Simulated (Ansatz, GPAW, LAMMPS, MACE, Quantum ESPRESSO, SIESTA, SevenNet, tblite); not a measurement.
**Other levels on amorphous 35La2O3-65GeO2 (mol %) (96 atoms)**

Density of this cell: 5.04 g/cm³. The cell holds 96 atoms: 18 La, 17 Ge and 61 O. Cell: a = 11.582 Å, b = 11.582 Å, c = 11.582 Å, α = 90.0°, β = 90.0°, γ = 90.0°. 96 atoms (18 Nd, 17 Ge, 61 O) placed at random at 5.25 g/cm³, melted at 5000 K for 10 ps at fixed volume with the Morse and Coulomb pair potential with partial charges (Pedone, Malavasi, Menziani, Cormack and Segre, J. Phys. Chem. B 110, 11780 (2006)). Quenched from 5000 K to 300 K at 50 K/ps and fixed volume, held 10 ps at zero pressure, then minimised at fixed cell. Then Nd was replaced by La and the cell scaled by 1.016 (the potential has no terms for the new elements, so the cell is a start for a DFT relaxation).

Geometry: as built.

The reference, a calculation:

| Property | Result |
| --- | --- |
| method | Kohn-Sham DFT, PBE, PAW, plane waves (Ansatz 0.2.0); cutoff 420 eV, Γ point, fermi-dirac smearing of 0.05 eV; PAW set soft_2 |
| r.m.s. force component | 0.7167 eV/Å |
| longest force | 2.312 eV/Å |
| pressure | 1.047 GPa |
| gap (highest filled to lowest empty level) | 2.874 eV |
| SCF cycles | 10 |
| time | 31 s on 4 threads of Arm Neoverse V2, shared host |
| CPU time | 1.9 min |

**Question.** The same geometry is run in other programs. How far does each lie from the reference, and what does it cost?
- SevenNet 0 potential (SevenNet 0; 1 thread)
- GPAW PBE, LCAO dzp, h 0.18 Å (GPAW 26.7.0; 1 thread)
- MACE MPA-0 medium potential (MACE MPA-0 medium; 1 thread)
- SIESTA PBE, TZP, shift 0.01 Ry, mesh 500 Ry (SIESTA 5.4.2; 4 MPI ranks)
- tblite GFN1-xTB (tblite 0.8.0; 1 thread)
- QE PBE, sssp-1.3.0-efficiency, 60/480 Ry (Quantum ESPRESSO 7.5; 1 thread)
- SIESTA PBE, DZP, shift 0.01 Ry, mesh 500 Ry (SIESTA 5.4.2; 2 MPI ranks)
- SevenNet l3i5 potential (SevenNet l3i5; 1 thread)
- SIESTA PBE, DZP, shift 0.002 Ry, mesh 500 Ry (SIESTA 5.4.2; 4 MPI ranks)

Differences are against the plane-wave reference, forces as r.m.s. over components; share is that over the reference's r.m.s. force, slope the least-squares factor from reference forces to these. Total energies of different programs have different zeros and aren't compared.

```
                                         run  Δ force, r.m.s. (meV/Å)  share (%)  slope  Δ pressure (GPa)  Δ gap (eV)  cores  CPU time  memory (GiB)
                                   reference                        -          -      -                 -           -      4   1.9 min           2.4
                        SevenNet 0 potential                     77.6       10.8  0.944            -0.687           -      1     7.7 s          0.91
                GPAW PBE, LCAO dzp, h 0.18 Å                      460       64.1  1.452                 -     -0.0782      1   6.9 min           2.2
                 MACE MPA-0 medium potential                     84.3       11.8  1.002            -0.772           -      1     8.4 s           1.0
 SIESTA PBE, TZP, shift 0.01 Ry, mesh 500 Ry                      257       35.8  1.258              3.03      -0.224      4    12 min           3.8
                             tblite GFN1-xTB                      809        113  0.204             -7.75           -      1      14 s          0.13
    QE PBE, sssp-1.3.0-efficiency, 60/480 Ry                     23.2       3.24  0.981            -0.106     -0.0029      1    41 min          10.0
 SIESTA PBE, DZP, shift 0.01 Ry, mesh 500 Ry                      325       45.4  1.328              4.42      -0.203      2     8 min           2.9
                     SevenNet l3i5 potential                     56.2       7.85  0.981            -0.679           -      1      11 s           1.4
SIESTA PBE, DZP, shift 0.002 Ry, mesh 500 Ry                      335       46.8  1.334              6.67      -0.220      4    19 min           4.7
```

Times of the machine-learned potentials are mostly Python's start and the loading of weights.

CPU time is summed over cores on a shared host, where runs went side by side, so it is rough. Symmetry, cutoffs, thresholds, outputs and thread counts weren't matched or tuned between programs; memory under MPI is the largest rank's times the ranks.

PBE on plane waves or a grid with other potentials, cutoffs or grids differs from the reference by 3.2 % (QE PBE, sssp-1.3.0-efficiency, 60/480 Ry) of the r.m.s. force; this holds the reference's own error, so differences of a few per cent don't tell which side is nearer the exact PBE result (QE's 60 Ry are 816 eV, against the reference's 420 eV). The PBE runs in local orbitals differ by 36 % (SIESTA PBE, TZP, shift 0.01 Ry, mesh 500 Ry) to 64 % (GPAW PBE, LCAO dzp, h 0.18 Å); basis, grid and potentials can all enter. Tight binding differs by 113 % (tblite GFN1-xTB); it is another model, with fitted parameters of its own, and the xTB methods hold dispersion. Machine-learned potentials differ by 7.8 % (SevenNet l3i5 potential) to 12 % (MACE MPA-0 medium potential); they were trained on other programs' data. Periodic xTB results under one method name differ between programs and library versions. Machine-learned potentials mimic data converged in k, so the reference's own k-point error enters their differences. The network of bonds at the start is that of the classical potential that made the cell, and needn't be the one that DFT or experiment would give. The electronic-structure runs sample only Γ, in a cell whose shortest periodic width is 12 Å.

[Logs are printed without paths, hosts, clocks, repeated set-up lines and the standing remarks that a program may print on its own settings, such as how far it seeks lower states.]

[Hosts, paths, dates, database ids (printed as entryN), source tags and the programs' standing remarks are cut or masked in the printed files.]
